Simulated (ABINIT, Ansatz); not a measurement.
# NbB2 (P6/mmm): zone-centre phonons, part 2 of 2

Which modes does NbB2 (P6/mmm) have at the zone centre?

ABINIT 10.8.3; DFT LDA, scalar-relativistic, plane waves, JTH PAW pseudopotentials.

So far. Step 2 (Relaxation): Little changed from the start: no atom moved by 0.005 Å and no cell edge by 0.1 %. Step 3 (Self-consistent run for the response): The cell stands at 0.0010 GPa, close enough for phonons. The relaxed cell has a = 3.072, c = 3.280 Å (conventional setting).

The database entry behind the starting cell differs from later determinations by our own check (an axis about 1.2 % long against later determinations), so it need not match the best structure at ambient conditions.

**4. Linear response at Γ**

At q = 0 one unit cell holds all displacements. The response is solved for single atoms along the cell's directions, and symmetry skips those that follow from others. The crystal is treated as a metal, which screens a static field, so no field response is asked.

File dfpt_gamma.abi:

```

# common to the responses
getwfk_filepath "gso_WFK"
kptopt 2
nqpt 1
qpt 0.0 0.0 0.0
asr 0
chneut 0

# displacements
rfphon 1
rfatpol 1 3
rfdir 1 1 1
tolvrs 1.0d-10
prtwf 0

# basis, mesh and filling
ecut 18.0
ecutsm 0.5
pawecutdg 36.0
ngkpt 12 12 8
nshiftk 1
shiftk 0.0 0.0 0.0
istwfk *1
occopt 7
tsmear 0.01
nband 16
nstep 100
diemac 1000000.0
prtebands 0
prtgsr 0

# cell and atoms
acell 3*1.0 Angstrom
rprim 
    3.072127133 0.0 0.0
    -1.536063567 2.660540141 0.0
    0.0 0.0 3.280333705
ntypat 2
znucl 41 5
natom 3
typat 1 2 2
xred 
    0.0 0.0 0.0
    1/3 2/3 0.5
    2/3 1/3 0.5
pp_dirpath "./pseudo"
pseudos "Nb.xml, B.xml"
```

Started as:

```console
$ OMP_NUM_THREADS=1 mpirun -n 4 abinit dfpt_gamma.abi > dfpt_gamma.log
```

Numbers of over 12 decimals in the logs are rounded to 6 here.

dfpt_gamma.abo, the main output file:

```text
[banners, grids, parts of the stress and lines that vanish by symmetry left out]
- input  file    -> dfpt_gamma.abi
- output file    -> dfpt_gamma.abo
- root for input  files -> dfpt_gammai
- root for output files -> dfpt_gammao

-   ./pseudo/Nb.xml
-   ./pseudo/B.xml
 Symmetries : space group P6/m m m (#191); Bravais hP (primitive hexag.)
================================================================================
 Values of the parameters that define the memory need of the present run (RF).
     intxc =       0      iscf =       7    lmnmax =      18     lnmax =       6
     mgfft =      24  mpssoang =       3    mqgrid =    3001     natom =       3
  nloc_mem =       2    nspden =       1   nspinor =       1    nsppol =       1
      nsym =      24    n1xccc =       1    ntypat =       2    occopt =       7
   xclevel =       1
-    mband =          16        mffmem =           1         mkmem =         145
-   mkqmem =         145        mk1mem =         145           mpw =         684
      nfft =       13824          nkpt =         580
- my_mband =          16
Pmy_natom=         1
================================================================================
[...]
--------------------------------------------------------------------------------
------------- Echo of variables that govern the present computation ------------
--------------------------------------------------------------------------------
-
- outvars: echo of selected default values
-   iomode0 =  0 , fftalg0 =312 , wfoptalg0 = 10
-
- outvars: echo of global parameters not present in the input file
-  max_nthreads =    1
-
 -outvars: echo values of preprocessed input variables
 [... echo left out ...]
[...]
chkinp: Checking input parameters for consistency.

[...]
== DATASET  1 ==================================================================
-   mpi_nproc: 4, omp_nthreads: 1 (-1 if OMP is not activated)

--- !DatasetInfo
iteration_state: {dtset: 1, }
dimensions: {natom: 3, nkpt: 580, mband: 16, nsppol: 1, nspinor: 1, nspden: 1, mpw: 684, }
cutoff_energies: {ecut:  18.0, pawecutdg:  36.0, }
electrons: {nelect:   1.90000000E+01, charge:   0.00000000E+00, occopt:   7.00000000E+00, tsmear:   1.00000000E-02, }
meta: {optdriver: 1, rfphon: 1, }
...

 mkfilename: getwfk from: gso_WFK

 Real(R)+Recip(G) space primitive vectors, cartesian coordinates (Bohr,Bohr^-1):
 R(1)=  5.8054789  0.0000000  0.0000000  G(1)=  0.1722511  0.0994492  0.0000000
 R(2)= -2.9027395  5.0276922  0.0000000  G(2)=  0.0000000  0.1988984  0.0000000
 R(3)=  0.0000000  0.0000000  6.1989323  G(3)=  0.0000000  0.0000000  0.1613181
 Unit cell volume ucvol=  1.8093543E+02 bohr^3
 Angles (23,13,12)=  9.00000000E+01  9.00000000E+01  1.20000000E+02 degrees
 setup1 : take into account q-point for computing boxcut.

 Coarse grid specifications (used for wave-functions):

 getcut: wavevector=  0.0000  0.0000  0.0000  ngfft=  24  24  24
         ecut(hartree)=     18.000   => boxcut(ratio)=   2.02718

 Fine grid specifications (used for densities):

 getcut: wavevector=  0.0000  0.0000  0.0000  ngfft=  32  32  36
         ecut(hartree)=     36.000   => boxcut(ratio)=   2.04078

--- Pseudopotential description ------------------------------------------------
- pspini: atom type   1  psp file is ./pseudo/Nb.xml

- pspini: atom type   2  psp file is ./pseudo/B.xml

   4.47032233E+02                                ecore*ucvol(ha*bohr**3)
[...]
==>  initialize data related to q vector <==

 The list of irreducible perturbations for this q vector is:
    1)    idir= 1    ipert=   1
    2)    idir= 3    ipert=   1
    3)    idir= 1    ipert=   2
    4)    idir= 3    ipert=   2

[...]
The perturbation idir=   2  ipert=   1 is
 symmetric of a previously calculated perturbation.
 So, its SCF calculation is not needed.

 The perturbation idir=   2  ipert=   2 is
 symmetric of a previously calculated perturbation.
 So, its SCF calculation is not needed.

 The perturbation idir=   1  ipert=   3 is
 symmetric of a previously calculated perturbation.
 So, its SCF calculation is not needed.

 The perturbation idir=   2  ipert=   3 is
 symmetric of a previously calculated perturbation.
 So, its SCF calculation is not needed.

 The perturbation idir=   3  ipert=   3 is
 symmetric of a previously calculated perturbation.
 So, its SCF calculation is not needed.

[...]
Perturbation wavevector (in red.coord.)   0.000000  0.000000  0.000000
 Perturbation : displacement of atom   1   along direction   1
 Found     4 symmetries that leave the perturbation invariant.

[...]
dfpt_looppert : total number of electrons, from k and k+q
  fully or partially occupied states are    1.900000E+01 and    1.900000E+01.
 Initialisation of the first-order wave-functions :
  ireadwf=   0

--- !BeginCycle
iteration_state: {dtset: 1, }
solver: {iscf: 7, nstep: 100, nline: 4, wfoptalg: 10, }
tolerances: {tolvrs: 1.00E-10, }
...

     iter   2DEtotal(Ha)        deltaE(Ha) residm    vres2
-ETOT  1   689.02512164394     -6.721E+02 1.161E+01 1.563E+06
 ETOT  2   11.064429449332     -6.780E+02 6.795E-01 1.982E+04
 ETOT  3   4.678340     -6.386E+00 2.627E-01 9.089E+02
[...]
At SCF step   12       vres2   =  1.99E-13 < tolvrs=  1.00E-10 =>converged.
[...]
Mean square residual over all n,k,spin=   37.672E-12; max=  11.326E-08

 Fourteen components of 2nd-order total energy (hartree) are
 1,2,3: 0th-order hamiltonian combined with 1st-order wavefunctions
     kin0=   2.77322875E+02 eigvalue=   5.61227599E+01  local=  -1.30218534E+02
 4,5,6: 1st-order hamiltonian combined with 1st and 0th-order wfs
 loc psp =  -1.86702710E+03  Hartree=   5.06543568E+02     xc=  -5.56303473E+01
 note that "loc psp" includes a xc core correction that could be resolved
 7,8,9: eventually, occupation + non-local contributions
    edocc=   3.07782683E+02     enl0=   7.54454759E+01   enl1=  -5.27018773E+02
 10: eventually, PAW "on-site" Hxc contribution: epaw1=  -1.15295503E-03
 1-10 gives the relaxation energy (to be shifted if some occ is /=2.0)
   erelax=  -1.35667854E+03
 11,12,13 Non-relaxation  contributions : frozen-wavefunctions and Ewald
 fr.local=   1.20050492E+03 fr.nonlo=   1.15683699E+02  Ewald=   3.72652093E+01
 14,15 Frozen wf xc core corrections (1) and (2)
 frxc 1  =  -4.51082318E+00  frxc 2 =   1.21470946E+01
 16 Contribution from 1st-order change of wavefunctions overlap
 eovl1 =  -1.59656599E+02
 Resulting in :
 2DEtotal=    0.4411563153E+01 Ha. Also 2DEtotal=    0.120044748917E+03 eV
    (2DErelax=   -1.3566785399E+03 Ha. 2DEnonrelax=    1.3610901031E+03 Ha)
    (  non-var. 2DEtotal :    4.4105701836E+00 Ha)

[...]
Perturbation wavevector (in red.coord.)   0.000000  0.000000  0.000000
 Perturbation : displacement of atom   1   along direction   3
 Found    12 symmetries that leave the perturbation invariant.

[...]
dfpt_looppert : total number of electrons, from k and k+q
  fully or partially occupied states are    1.900000E+01 and    1.900000E+01.
 Initialisation of the first-order wave-functions :
  ireadwf=   0

--- !BeginCycle
iteration_state: {dtset: 1, }
solver: {iscf: 7, nstep: 100, nline: 4, wfoptalg: 10, }
tolerances: {tolvrs: 1.00E-10, }
...

     iter   2DEtotal(Ha)        deltaE(Ha) residm    vres2
-ETOT  1   1323.9951039912     -3.379E+02 2.732E+01 4.068E+06
[...]
At SCF step   12       vres2   =  9.03E-12 < tolvrs=  1.00E-10 =>converged.
[...]
Mean square residual over all n,k,spin=   15.348E-15; max=  11.810E-12

 Fourteen components of 2nd-order total energy (hartree) are
 1,2,3: 0th-order hamiltonian combined with 1st-order wavefunctions
     kin0=   3.34945355E+02 eigvalue=   6.57176798E+01  local=  -1.61349573E+02
 4,5,6: 1st-order hamiltonian combined with 1st and 0th-order wfs
 loc psp =  -2.29588783E+03  Hartree=   6.66227298E+02     xc=  -6.65226772E+01
 note that "loc psp" includes a xc core correction that could be resolved
 7,8,9: eventually, occupation + non-local contributions
    edocc=   3.46128369E+02     enl0=   9.13674909E+01   enl1=  -6.36282710E+02
 10: eventually, PAW "on-site" Hxc contribution: epaw1=   4.26031287E-03
 1-10 gives the relaxation energy (to be shifted if some occ is /=2.0)
   erelax=  -1.65565234E+03
 11,12,13 Non-relaxation  contributions : frozen-wavefunctions and Ewald
 fr.local=   1.38195073E+03 fr.nonlo=   1.48086370E+02  Ewald=   1.23193300E+02
 14,15 Frozen wf xc core corrections (1) and (2)
 frxc 1  =  -5.13816429E+00  frxc 2 =   1.38140690E+01
 16 Contribution from 1st-order change of wavefunctions overlap
 eovl1 =  -1.89567804E+02
 Resulting in :
 2DEtotal=    0.6253959208E+01 Ha. Also 2DEtotal=    0.170178899564E+03 eV
    (2DErelax=   -1.6556523423E+03 Ha. 2DEnonrelax=    1.6619063015E+03 Ha)
    (  non-var. 2DEtotal :    6.2532248456E+00 Ha)

[...]
Perturbation wavevector (in red.coord.)   0.000000  0.000000  0.000000
 Perturbation : displacement of atom   2   along direction   1
 Found     2 symmetries that leave the perturbation invariant.

[...]
dfpt_looppert : total number of electrons, from k and k+q
  fully or partially occupied states are    1.900000E+01 and    1.900000E+01.
 Initialisation of the first-order wave-functions :
  ireadwf=   0

--- !BeginCycle
iteration_state: {dtset: 1, }
solver: {iscf: 7, nstep: 100, nline: 4, wfoptalg: 10, }
tolerances: {tolvrs: 1.00E-10, }
...

     iter   2DEtotal(Ha)        deltaE(Ha) residm    vres2
-ETOT  1   16.810016503006     -5.496E+01 9.345E+00 3.273E+04
[...]
At SCF step   10       vres2   =  8.22E-11 < tolvrs=  1.00E-10 =>converged.
[...]
Mean square residual over all n,k,spin=   33.159E-10; max=  16.981E-06

 Fourteen components of 2nd-order total energy (hartree) are
 1,2,3: 0th-order hamiltonian combined with 1st-order wavefunctions
     kin0=   6.49683700E+01 eigvalue=  -8.30730932E+00  local=  -1.76060043E+01
 4,5,6: 1st-order hamiltonian combined with 1st and 0th-order wfs
 loc psp =  -7.08512430E+01  Hartree=   1.67024088E+01     xc=  -4.86157821E+00
 note that "loc psp" includes a xc core correction that could be resolved
 7,8,9: eventually, occupation + non-local contributions
    edocc=   8.55294938E+00     enl0=   6.32994497E+00   enl1=  -6.07927680E+01
 10: eventually, PAW "on-site" Hxc contribution: epaw1=   6.96054931E-03
 1-10 gives the relaxation energy (to be shifted if some occ is /=2.0)
   erelax=  -6.58582691E+01
 11,12,13 Non-relaxation  contributions : frozen-wavefunctions and Ewald
 fr.local=  -3.55610280E-01 fr.nonlo=   3.56124293E+01  Ewald=   3.66819333E+01
 14,15 Frozen wf xc core corrections (1) and (2)
 frxc 1  =  -3.53848792E-01  frxc 2 =   1.81453194E-01
 16 Contribution from 1st-order change of wavefunctions overlap
 eovl1 =  -3.60832624E-02
 Resulting in :
 2DEtotal=    0.5908087579E+01 Ha. Also 2DEtotal=    0.160767253086E+03 eV
    (2DErelax=   -6.5858269062E+01 Ha. 2DEnonrelax=    7.1766356641E+01 Ha)
    (  non-var. 2DEtotal :    5.9082678932E+00 Ha)

[...]
Perturbation wavevector (in red.coord.)   0.000000  0.000000  0.000000
 Perturbation : displacement of atom   2   along direction   3
 Found     6 symmetries that leave the perturbation invariant.

--------------------------------------------------------------------------------

--------------------------------------------------------------------------------

 dfpt_looppert : total number of electrons, from k and k+q
  fully or partially occupied states are    1.900000E+01 and    1.900000E+01.
 Initialisation of the first-order wave-functions :
  ireadwf=   0

--- !BeginCycle
iteration_state: {dtset: 1, }
solver: {iscf: 7, nstep: 100, nline: 4, wfoptalg: 10, }
tolerances: {tolvrs: 1.00E-10, }
...

     iter   2DEtotal(Ha)        deltaE(Ha) residm    vres2
-ETOT  1   34.065271183984     -4.668E+01 5.213E+00 1.168E+05
[...]
ETOT  9   4.085950      1.010E-11 1.641E-05 1.976E-08
 ETOT 10   4.085950      4.138E-11 9.837E-06 4.005E-11

 At SCF step   10       vres2   =  4.01E-11 < tolvrs=  1.00E-10 =>converged.
[...]
Mean square residual over all n,k,spin=   53.635E-10; max=  98.366E-07

 Fourteen components of 2nd-order total energy (hartree) are
 1,2,3: 0th-order hamiltonian combined with 1st-order wavefunctions
     kin0=   7.68649516E+01 eigvalue=  -1.08681656E+01  local=  -2.07219463E+01
 4,5,6: 1st-order hamiltonian combined with 1st and 0th-order wfs
 loc psp =  -8.76531650E+01  Hartree=   2.17608761E+01     xc=  -5.59411185E+00
 note that "loc psp" includes a xc core correction that could be resolved
 7,8,9: eventually, occupation + non-local contributions
    edocc=   7.23920237E+00     enl0=   8.14883497E+00   enl1=  -6.58437594E+01
 10: eventually, PAW "on-site" Hxc contribution: epaw1=   3.51567097E-03
 1-10 gives the relaxation energy (to be shifted if some occ is /=2.0)
   erelax=  -7.66637675E+01
 11,12,13 Non-relaxation  contributions : frozen-wavefunctions and Ewald
 fr.local=  -9.38730850E-01 fr.nonlo=   3.72692534E+01  Ewald=   4.44585953E+01
 14,15 Frozen wf xc core corrections (1) and (2)
 frxc 1  =  -4.11311103E-01  frxc 2 =   3.71910395E-01
 16 Contribution from 1st-order change of wavefunctions overlap
 eovl1 =   8.46201607E-02
 Resulting in :
 2DEtotal=    0.4085949582E+01 Ha. Also 2DEtotal=    0.111184352260E+03 eV
    (2DErelax=   -7.6663767539E+01 Ha. 2DEnonrelax=    8.0749717121E+01 Ha)
    (  non-var. 2DEtotal :    4.0858750486E+00 Ha)

[...]
---- first-order wavefunction calculations are completed ----

 ==> Compute Derivative Database <==

 [... matrices left out ...]
  Phonon wavevector (reduced coordinates) :  0.00000  0.00000  0.00000
 Phonon energies in Hartree :
  -2.713706E-05 -1.456618E-06 -1.456615E-06  2.025009E-03  2.025009E-03
   2.256311E-03  2.580990E-03  3.802967E-03  3.802967E-03
 Phonon frequencies in cm-1    :
- -5.955896E+00 -3.196908E-01 -3.196901E-01  4.444380E+02  4.444380E+02
-  4.952030E+02  5.664618E+02  8.346549E+02  8.346549E+02

== END DATASET(S) ==============================================================
================================================================================

 -outvars: echo values of variables after computation
            acell      1.8897261259E+00  1.8897261259E+00  1.8897261259E+00 Bohr
           etotal      4.0859495821E+00
            fcart      0.0000000000E+00  0.0000000000E+00  0.0000000000E+00
           strten      0.0000000000E+00  0.0000000000E+00  0.0000000000E+00
================================================================================
```

It took 2.9 min on 4 MPI ranks of Arm Neoverse N1, shared host.

This step gave:

```
largest acoustic frequency at the zone centre before the sum rule : -5.96 cm⁻¹
highest optical zone-centre mode (no LO-TO term)                  : 834.6 cm⁻¹
lowest optical zone-centre mode                                   : 444.4 cm⁻¹
```

The acoustic modes at Γ come out as far as 6.0 cm⁻¹ from zero, where they should vanish, a small numerical error.

**5. Summary of results**

| Quantity | Value |
| --- | --- |
| space group after relaxation | P6/mmm |
| volume per atom | 8.94 Å³ |
| highest optical zone-centre mode (no LO-TO term) | 834.6 cm⁻¹ |
| lowest optical zone-centre mode | 444.4 cm⁻¹ |

In words: At the LDA level the optical modes of NbB2 (P6/mmm) at the zone centre run from 444 to 835 cm⁻¹. These are harmonic frequencies at zero temperature: anharmonic shifts and linewidths and thermal expansion are left out. In a metal the frequencies hang on the k mesh and the smearing, most of all near Kohn anomalies. The runs are without spin polarisation, although the cell has an odd electron count or an open d or f shell, so a magnetic state was not tested.

[Host names and launcher messages were left out of these logs when they were recorded.]

[Logs are printed without paths, hosts, clocks, repeated set-up lines and the standing remarks that a program may print on its own settings, such as how far it seeks lower states.]

[Hosts, paths, dates, database ids (printed as entryN), source tags and the programs' standing remarks are cut or masked in the printed files.]
